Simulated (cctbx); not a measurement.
# A crystallographic session in cctbx: YbZrMn2Zn6W2

Library: cctbx 2025.11. The data are simulated by the first script.

## 1. Simulate the data

run.py:

```python
from cctbx import adptbx, crystal, miller, sgtbx, xray
from cctbx.array_family import flex
from iotbx.shelx import hklf
from scitbx import matrix
import scitbx.random

cs = crystal.symmetry(unit_cell=(9.303, 4.962, 8.624, 90, 91.02, 90), space_group_symbol='Hall: C -2y')  # Cm
atoms = [  # label, site, U (iso, or U11 U22 U33 U12 U13 U23 in A^2), occupancy
    ("W1", (0.3424, 0, 0.0651), (0.0174, 0.0211, 0.0147, 0.0000, -0.0010, 0.0000), 1),
    ("W2", (0.3321, 0, 0.4321), (0.0113, 0.0107, 0.0113, 0.0000, 0.0005, 0.0000), 1),
    ("Yb1", (0.1697, 0.5, 0.5578), (0.0143, 0.0160, 0.0167, 0.0000, 0.0001, 0.0000), 1),
    ("Zr1", (0.1625, 0.5, 0.9492), (0.0177, 0.0137, 0.0162, 0.0000, 0.0008, 0.0000), 1),
    ("Zn1", (0.0857, 0.2499, 0.2423), (0.0196, 0.0203, 0.0153, 0.0001, 0.0020, 0.0000), 1),
    ("Zn2", (0.3265, 0.5, 0.2475), (0.0200, 0.0181, 0.0167, 0.0000, 0.0002, 0.0000), 1),
    ("Zn3", (0.1663, 0, 0.7644), (0.0241, 0.0233, 0.0285, 0.0000, -0.0035, 0.0000), 1),
    ("Zn4", (0.4988, 0.5, 0.0036), (0.0183, 0.0168, 0.0162, 0.0000, 0.0021, 0.0000), 1),
    ("Zn5", (0.001, 0, 0.5004), (0.0189, 0.0157, 0.0202, 0.0000, 0.0015, 0.0000), 1),
    ("Mn1", (0.4177, 0.2415, 0.7621), (0.0210, 0.0237, 0.0223, -0.0004, 0.0006, -0.0020), 1),
]
xs = xray.structure(crystal_symmetry=cs)
for label, site, u, occ in atoms:
    u = adptbx.u_cif_as_u_star(cs.unit_cell(), u) if isinstance(u, tuple) else u
    xs.add_scatterer(xray.scatterer(label, site=site, u=u, occupancy=occ))
xs.set_inelastic_form_factors(0.71073, "sasaki")
xs.show_summary()
p1 = xs.expand_to_p1()
ms = miller.build_set(p1, anomalous_flag=True, d_min=0.77)
flex.set_random_seed(810595)
scitbx.random.set_random_seed(810595)
ms = ms.select(flex.random_double(ms.size()) < 0.9)
i = ms.structure_factors_from_scatterers(p1, algorithm="direct").f_calc().as_intensity_array().data()
i = i / flex.sqrt(1 + 0.3 * i / flex.max(i))  # extinction
i = i * 20000 / flex.max(i)
sig = flex.sqrt(i + flex.pow2(0.02 * i) + 8 ** 2)
noise = scitbx.random.variate(scitbx.random.normal_distribution())(i.size())
data = ms.array(data=i + sig * noise, sigmas=sig).set_observation_type_xray_intensity()
with open("data.hkl", "w") as f:
    data.export_as_shelx_hklf(f)
print("reflections written:", data.size(), " <I/sigma> = %.1f" % flex.mean(data.data() / data.sigmas()))
for h, a, b in list(data.sort("data"))[:12]:
    print("%4d%4d%4d %9.1f %7.1f" % (h + (a, b)))
```

```console
$ python run.py
```

```text
Number of scatterers: 10
At special positions: 8
Unit cell: (9.303, 4.962, 8.624, 90, 91.02, 90)
Space group: C 1 m 1 (No. 8)
reflections written: 3268  <I/sigma> = 11.3
  -6   2   0   20773.8   424.3
   6  -2   0   19885.3   420.1
  -6  -2   0   19527.4   424.3
   6   2   0   19237.0   420.1
   3   1  -2   19001.0   393.0
   3  -1  -2   18770.3   393.0
   0  -4   0   18562.2   388.2
   0   4   0   18237.1   388.2
  -3  -1   2   17927.2   388.6
  -3   1   2   17421.7   388.6
   0   2  -2   15740.0   328.8
   0   2   0   15198.7   323.1
```

Run time: 0.35 s on 1 thread of Arm Neoverse N1 (shared host), peak memory 0.07 GiB.

## 2. Refinement (refined in the given hand)

run.py:

```python
import math
from cctbx import adptbx, crystal, maptbx, sgtbx, xray
from cctbx.array_family import flex
from cctbx.xray import observations
from iotbx.shelx import hklf
from scitbx.lstbx import normal_eqns_solving
from smtbx import absolute_structure, utils
from smtbx.refinement import constraints, least_squares

cs = crystal.symmetry(unit_cell=(9.303, 4.962, 8.624, 90, 91.02, 90), space_group_symbol='Hall: C -2y')  # Cm
atoms = [  # label, site, U (iso, or U11 U22 U33 U12 U13 U23 in A^2), occupancy
    ("W1", (0.3426, 0, 0.0669), 0.0200, 1),
    ("W2", (0.3328, 0, 0.4297), 0.0200, 1),
    ("Yb1", (0.1707, 0.5, 0.5568), 0.0200, 1),
    ("Zr1", (0.1636, 0.5, 0.9505), 0.0200, 1),
    ("Zn1", (0.0818, 0.2507, 0.2408), 0.0200, 1),
    ("Zn2", (0.328, 0.5, 0.2405), 0.0200, 1),
    ("Zn3", (0.1644, 0, 0.7673), 0.0200, 1),
    ("Zn4", (0.5013, 0.5, 0.0032), 0.0200, 1),
    ("Zn5", (0.0022, 0, 0.5007), 0.0200, 1),
    ("Mn1", (0.4146, 0.2479, 0.7594), 0.0200, 1),
]
xs = xray.structure(crystal_symmetry=cs)
for label, site, u, occ in atoms:
    u = adptbx.u_cif_as_u_star(cs.unit_cell(), u) if isinstance(u, tuple) else u
    xs.add_scatterer(xray.scatterer(label, site=site, u=u, occupancy=occ))
xs.set_inelastic_form_factors(0.71073, "sasaki")
xs.convert_to_anisotropic()
raw = hklf.reader(file_name="data.hkl").as_miller_arrays(crystal_symmetry=cs, anomalous=True)[0]
merged = raw.eliminate_sys_absent().merge_equivalents()
fo2 = merged.array().set_observation_type_xray_intensity()
print("Rint %.3f, %d unique reflections to %.2f A" % (merged.r_int(), fo2.size(), fo2.d_min()))
for sc in xs.scatterers():
    sc.flags.set_grad_site(True)
    sc.flags.set_grad_u_aniso(sc.flags.use_u_aniso())
    sc.flags.set_grad_u_iso(sc.flags.use_u_iso())
obs = fo2.as_xray_observations()
extra = {}
rep = constraints.reparametrisation(xs, [], utils.connectivity_table(xs), **extra)
ls = least_squares.crystallographic_ls(obs, rep, weighting_scheme=least_squares.mainstream_shelx_weighting(a=0, b=0))
print("cycle     R1     wR2    GooF  max shift (A)")
for cycle in range(8):
    ls.build_up()
    r1, wr2, goof = ls.r1_factor(cutoff_factor=2)[0], ls.wR2(), ls.goof()
    old = xs.sites_cart()
    normal_eqns_solving.levenberg_marquardt_iterations(ls, n_max_iterations=3, tau=1e-06, step_threshold=1e-7)
    big = flex.max((xs.sites_cart() - old).norms())
    print("%4d %7.4f %7.4f %7.3f %9.5f" % (cycle + 1, r1, wr2, goof, big))
    ls.build_up(objective_only=True)
    if abs(ls.wR2() - wr2) < 5e-5 and big < 5e-4:
        break
ls.build_up()
print("final R1 %.4f wR2 %.4f GooF %.3f  parameters %d  data/parameter %.1f" % (ls.r1_factor(cutoff_factor=2)[0], ls.wR2(), ls.goof(), ls.n_parameters, fo2.size() / ls.n_parameters))
cov = ls.covariance_matrix_and_annotations()
su = dict(zip(cov.annotations, (math.sqrt(max(v, 0)) for v in cov.matrix.matrix_packed_u_diagonal())))
a2 = cs.unit_cell().reciprocal_parameters()[0] ** -2
print("atom        x        y        z      Ueq    occ   su(xyz)  su(Uiso or U11)")
for sc in xs.scatterers():
    s = max(su.get(sc.label + k, 0) for k in (".x", ".y", ".z"))
    npd = "" if sc.is_positive_definite_u(cs.unit_cell()) else "  NPD"
    print("%-5s %8.5f %8.5f %8.5f %8.4f %6.3f %8.5f %7.4f%s" % ((sc.label,) + sc.site + (sc.u_iso_or_equiv(cs.unit_cell()), sc.occupancy, s, su.get(sc.label + ".uiso", su.get(sc.label + ".u11", 0) * a2), npd)))
fc = fo2.structure_factors_from_scatterers(xs, algorithm="direct").f_calc()
absolute_structure.flack_analysis(xs, fo2.as_xray_observations()).show()
h = absolute_structure.hooft_analysis(fo2, fc, scale_factor=ls.scale_factor())
print("Hooft y: %.3f(%.0f)  Bijvoet pairs: %d" % (h.hooft_y, 1000 * h.sigma_y, h.n_bijvoet_pairs))
fo = fo2.f_sq_as_f()
fc = fo.structure_factors_from_scatterers(xs, algorithm="direct").f_calc()
diff = fo.f_obs_minus_f_calc(1 / math.sqrt(ls.scale_factor()), fc).average_bijvoet_mates()
m = diff.fft_map(symmetry_flags=maptbx.use_space_group_symmetry, resolution_factor=0.25).apply_volume_scaling()
print("difference map: max %.2f min %.2f rms %.2f" % (m.statistics().max(), m.statistics().min(), m.statistics().sigma()))
peaks = m.peak_search(parameters=maptbx.peak_search_parameters(min_distance_sym_equiv=0.6, max_clusters=6)).all()
near = xs.closest_distances(peaks.sites(), distance_cutoff=4)
sps = cs.special_position_settings(min_distance_sym_equiv=0.5)
for k, (x, h) in enumerate(zip(peaks.sites(), peaks.heights())):
    ss = sps.site_symmetry(x)
    print("Q%-3d %7.4f %7.4f %7.4f %4d %7.2f  %.2f A from %s" % ((k + 1,) + tuple(t % 1 for t in ss.exact_site()) + (ss.multiplicity(), h, near.smallest_distances[k], xs.scatterers()[near.i_seqs[k]].label)))
```

```console
$ python run.py
```

```text
Rint 0.017, 985 unique reflections to 0.77 A
cycle     R1     wR2    GooF  max shift (A)
   1  0.0810  0.1829   5.867   0.05516
   2  0.0166  0.0381   1.222   0.00253
   3  0.0165  0.0380   1.220   0.00023
final R1 0.0165 wR2 0.0380 GooF 1.220  parameters 66  data/parameter 14.9
atom        x        y        z      Ueq    occ   su(xyz)  su(Uiso or U11)
W1     0.34283  0.00000  0.06464   0.0168  1.000  0.00007  0.0003
W2     0.33244  0.00000  0.43144   0.0101  1.000  0.00005  0.0002
Yb1    0.17006  0.50000  0.55722   0.0148  1.000  0.00007  0.0003
Zr1    0.16312  0.50000  0.94883   0.0153  1.000  0.00015  0.0006
Zn1    0.08614  0.24992  0.24158   0.0178  1.000  0.00033  0.0005
Zn2    0.32689  0.50000  0.24686   0.0180  1.000  0.00024  0.0008
Zn3    0.16673  0.00000  0.76405   0.0246  1.000  0.00023  0.0008
Zn4    0.49927  0.50000  0.00319   0.0163  1.000  0.00031  0.0005
Zn5    0.00138  0.00000  0.49894   0.0177  1.000  0.00028  0.0005
Mn1    0.41803  0.24188  0.76181   0.0220  1.000  0.00034  0.0008
Flack x: -0.011(13)
Hooft y: -0.009(11)  Bijvoet pairs: 476
difference map: max 0.79 min -1.62 rms 0.27
Q1    0.2380  0.5000  0.4126    2    0.82  1.41 A from Yb1
Q2    0.4657  0.0950  0.5374    4    0.81  1.60 A from W2
Q3    0.0393  0.0000  0.7693    2    0.78  1.19 A from Zn3
Q4    0.4372  0.0000  0.9288    2    0.74  1.48 A from W1
Q5    0.4232  0.0000  0.6277    2    0.71  1.67 A from Mn1
Q6    0.1392  0.1903  0.4855    4    0.71  1.60 A from Zn5
```

Time: 0.57 s.

## 3. Refinement

run.py, as its changes from the last script of this kind:

```diff
@@ -12,10 +12,10 @@
-    ("W1", (0.3426, 0, 0.0669), 0.0200, 1),
-    ("W2", (0.3328, 0, 0.4297), 0.0200, 1),
-    ("Yb1", (0.1707, 0.5, 0.5568), 0.0200, 1),
-    ("Zr1", (0.1636, 0.5, 0.9505), 0.0200, 1),
-    ("Zn1", (0.0818, 0.2507, 0.2408), 0.0200, 1),
-    ("Zn2", (0.328, 0.5, 0.2405), 0.0200, 1),
-    ("Zn3", (0.1644, 0, 0.7673), 0.0200, 1),
-    ("Zn4", (0.5013, 0.5, 0.0032), 0.0200, 1),
-    ("Zn5", (0.0022, 0, 0.5007), 0.0200, 1),
-    ("Mn1", (0.4146, 0.2479, 0.7594), 0.0200, 1),
+    ("W1", (0.65717, 0, 0.93536), 0.0168, 1),
+    ("W2", (0.66756, 0, 0.56856), 0.0101, 1),
+    ("Yb1", (0.82994, 0.5, 0.44278), 0.0148, 1),
+    ("Zr1", (0.83688, 0.5, 0.05117), 0.0153, 1),
+    ("Zn1", (0.91386, 0.75008, 0.75842), 0.0178, 1),
+    ("Zn2", (0.67311, 0.5, 0.75314), 0.0180, 1),
+    ("Zn3", (0.83327, 0, 0.23595), 0.0246, 1),
+    ("Zn4", (0.50073, 0.5, 0.99681), 0.0163, 1),
+    ("Zn5", (0.99862, 0, 0.50106), 0.0177, 1),
+    ("Mn1", (0.58197, 0.75812, 0.23819), 0.0220, 1),
```

```console
$ python run.py
```

```text
Rint 0.017, 985 unique reflections to 0.77 A
cycle     R1     wR2    GooF  max shift (A)
   1  0.0468  0.1080   3.465   0.00967
   2  0.0435  0.1007   3.232   0.00218
   3  0.0435  0.1007   3.231   0.00043
final R1 0.0435 wR2 0.1007 GooF 3.231  parameters 66  data/parameter 14.9
atom        x        y        z      Ueq    occ   su(xyz)  su(Uiso or U11)
W1     0.65740  0.00000  0.93565   0.0158  1.000  0.00017  0.0007
W2     0.66766  0.00000  0.56849   0.0105  1.000  0.00014  0.0006
Yb1    0.83009  0.50000  0.44247   0.0148  1.000  0.00020  0.0007
Zr1    0.83685  0.50000  0.05116   0.0185  1.000  0.00044  0.0018
Zn1    0.91336  0.74964  0.75840   0.0178  1.000  0.00086  0.0012
Zn2    0.67225  0.50000  0.75332   0.0180  1.000  0.00064  0.0020
Zn3    0.83298  0.00000  0.23587   0.0247  1.000  0.00061  0.0023
Zn4    0.50063  0.50000  0.99822   0.0164  1.000  0.00090  0.0014
Zn5    0.99799  0.00000  0.49999   0.0173  1.000  0.00075  0.0014
Mn1    0.58143  0.75758  0.23815   0.0221  1.000  0.00088  0.0021
Flack x: 1.026(16)
Hooft y: 1.040(12)  Bijvoet pairs: 476
difference map: max 1.64 min -2.03 rms 0.32
Q1    0.1603  0.5000  0.9402    2    1.68  0.05 A from W1
Q2    0.2577  0.0000  0.6018    2    1.45  1.54 A from Yb1
Q3    0.1726  0.5000  0.5619    2    1.40  0.07 A from W2
Q4    0.3892  0.0000  0.2799    2    0.96  1.51 A from Yb1
Q5    0.3026  0.0000  0.8660    2    0.93  1.54 A from Zn2
Q6    0.1391  0.0000  0.9012    2    0.92  1.32 A from Zn2
```

Time: 0.57 s.

This run holds a fault made on purpose: the structure inverted.

## 4. Simulate the data

run.py, as its changes from the last script of this kind:

```diff
@@ -24 +24 @@
-xs.set_inelastic_form_factors(0.71073, "sasaki")
+xs.set_inelastic_form_factors(1.54184, "sasaki")
@@ -27,3 +27,3 @@
-ms = miller.build_set(p1, anomalous_flag=True, d_min=0.77)
-flex.set_random_seed(810595)
-scitbx.random.set_random_seed(810595)
+ms = miller.build_set(p1, anomalous_flag=True, d_min=0.83)
+flex.set_random_seed(202365)
+scitbx.random.set_random_seed(202365)
@@ -33,2 +33,2 @@
-i = i * 20000 / flex.max(i)
-sig = flex.sqrt(i + flex.pow2(0.02 * i) + 8 ** 2)
+i = i * 5000 / flex.max(i)
+sig = flex.sqrt(i + flex.pow2(0.04 * i) + 2 ** 2)
```

```console
$ python run.py
```

```text
Number of scatterers: 10
At special positions: 8
Unit cell: (9.303, 4.962, 8.624, 90, 91.02, 90)
Space group: C 1 m 1 (No. 8)
reflections written: 2648  <I/sigma> = 5.9
   6   2   0    4994.5   210.6
  -6  -2   0    4977.8   212.1
   3  -1  -2    4973.9   201.5
  -3   1   2    4865.7   201.2
  -3  -1   2    4844.0   201.2
  -6   2   0    4835.3   212.1
   0   4   0    4654.2   193.5
   3   1  -2    4635.8   201.5
   0  -4   0    4462.3   193.5
  -3  -1  -2    4125.2   170.6
   0  -2   0    4073.9   166.2
   0   2   2    4046.6   168.2
```

Time: 0.34 s.

## 5. Refinement (refined in the given hand)

run.py, as its changes from the last script of this kind:

```diff
@@ -12,10 +12,10 @@
-    ("W1", (0.65717, 0, 0.93536), 0.0168, 1),
-    ("W2", (0.66756, 0, 0.56856), 0.0101, 1),
-    ("Yb1", (0.82994, 0.5, 0.44278), 0.0148, 1),
-    ("Zr1", (0.83688, 0.5, 0.05117), 0.0153, 1),
-    ("Zn1", (0.91386, 0.75008, 0.75842), 0.0178, 1),
-    ("Zn2", (0.67311, 0.5, 0.75314), 0.0180, 1),
-    ("Zn3", (0.83327, 0, 0.23595), 0.0246, 1),
-    ("Zn4", (0.50073, 0.5, 0.99681), 0.0163, 1),
-    ("Zn5", (0.99862, 0, 0.50106), 0.0177, 1),
-    ("Mn1", (0.58197, 0.75812, 0.23819), 0.0220, 1),
+    ("W1", (0.3419, 0, 0.0652), 0.0200, 1),
+    ("W2", (0.3329, 0, 0.4328), 0.0200, 1),
+    ("Yb1", (0.1698, 0.5, 0.5598), 0.0200, 1),
+    ("Zr1", (0.1607, 0.5, 0.9486), 0.0200, 1),
+    ("Zn1", (0.0861, 0.2476, 0.2421), 0.0200, 1),
+    ("Zn2", (0.3262, 0.5, 0.2472), 0.0200, 1),
+    ("Zn3", (0.1691, 0, 0.7624), 0.0200, 1),
+    ("Zn4", (0.4982, 0.5, 0.0057), 0.0200, 1),
+    ("Zn5", (0.0016, 0, 0.5038), 0.0200, 1),
+    ("Mn1", (0.4246, 0.2464, 0.7639), 0.0200, 1),
@@ -27 +27 @@
-xs.set_inelastic_form_factors(0.71073, "sasaki")
+xs.set_inelastic_form_factors(1.54184, "sasaki")
```

```console
$ python run.py
```

```text
Rint 0.032, 791 unique reflections to 0.83 A
cycle     R1     wR2    GooF  max shift (A)
   1  0.0694  0.1696   2.863   0.06646
   2  0.0243  0.0591   0.998   0.00228
   3  0.0243  0.0591   0.997   0.00025
final R1 0.0243 wR2 0.0591 GooF 0.997  parameters 66  data/parameter 12.0
atom        x        y        z      Ueq    occ   su(xyz)  su(Uiso or U11)
W1     0.34289  0.00000  0.06604   0.0169  1.000  0.00011  0.0005
W2     0.33231  0.00000  0.43267   0.0103  1.000  0.00008  0.0004
Yb1    0.17004  0.50000  0.55849   0.0145  1.000  0.00012  0.0005
Zr1    0.16313  0.50000  0.95048   0.0147  1.000  0.00020  0.0008
Zn1    0.08564  0.24966  0.24293   0.0178  1.000  0.00061  0.0008
Zn2    0.32599  0.50000  0.24768   0.0174  1.000  0.00041  0.0014
Zn3    0.16592  0.00000  0.76534   0.0251  1.000  0.00039  0.0015
Zn4    0.49939  0.50000  0.00499   0.0164  1.000  0.00050  0.0010
Zn5    0.00091  0.00000  0.50020   0.0183  1.000  0.00049  0.0011
Mn1    0.41775  0.24161  0.76323   0.0224  1.000  0.00057  0.0012
Flack x: 0.019(12)
Hooft y: 0.011(16)  Bijvoet pairs: 380
difference map: max 0.93 min -1.24 rms 0.30
Q1    0.4462  0.5000  0.3361    2    0.97  1.34 A from Zn2
Q2    0.2425  0.0000  0.1161    2    0.93  1.04 A from W1
Q3    0.0532  0.5000  0.8593    2    0.89  1.28 A from Zr1
Q4    0.3362  0.1780  0.5002    4    0.87  1.06 A from W2
Q5    0.4538  0.0000  0.3746    2    0.87  1.24 A from W2
Q6    0.1585  0.1794  0.3404    4    0.86  1.13 A from Zn1
```

Time: 0.57 s.

## 6. Simulate the data

run.py, as its changes from the last script of this kind:

```diff
@@ -27,3 +27,3 @@
-ms = miller.build_set(p1, anomalous_flag=True, d_min=0.83)
-flex.set_random_seed(202365)
-scitbx.random.set_random_seed(202365)
+ms = miller.build_set(p1, anomalous_flag=True, d_min=0.8)
+flex.set_random_seed(53149)
+scitbx.random.set_random_seed(53149)
@@ -32,3 +32,6 @@
-i = i / flex.sqrt(1 + 0.3 * i / flex.max(i))  # extinction
-i = i * 5000 / flex.max(i)
-sig = flex.sqrt(i + flex.pow2(0.04 * i) + 2 ** 2)
+law = matrix.sqr((-1, 0, 0, 0, -1, 0, 0, 0, -1))
+mate = flex.miller_index([tuple(matrix.row(h) * law) for h in ms.indices()])
+i2 = ms.customized_copy(indices=mate).structure_factors_from_scatterers(p1, algorithm="direct").f_calc().as_intensity_array().data()
+i = (1 - 0.15) * i + 0.15 * i2
+i = i * 20000 / flex.max(i)
+sig = flex.sqrt(i + flex.pow2(0.06 * i) + 8 ** 2)
```

```console
$ python run.py
```

```text
Number of scatterers: 10
At special positions: 8
Unit cell: (9.303, 4.962, 8.624, 90, 91.02, 90)
Space group: C 1 m 1 (No. 8)
reflections written: 2924  <I/sigma> = 6.1
  -6   2   0   20705.5  1208.3
  -6  -2   0   19900.1  1208.3
   6  -2   0   19644.3  1201.0
  -3   1   2   19338.8  1136.3
  -3  -1   2   18438.1  1136.3
   0   4   0   17809.5  1085.0
   6   2   0   17690.7  1201.0
   0  -4   0   17468.8  1085.0
   3   1  -2   17194.7  1137.7
   0   2   2   17028.3   922.4
   0  -2   2   16292.7   922.4
  -3   1  -2   16288.2   934.3
```

Run time: 0.36 s on 1 thread of Arm Neoverse N1, with other jobs on the host, peak memory 0.07 GiB.

[Logs are printed without paths, hosts, clocks, repeated set-up lines and the standing remarks that a program may print on its own settings, such as how far it seeks lower states.]
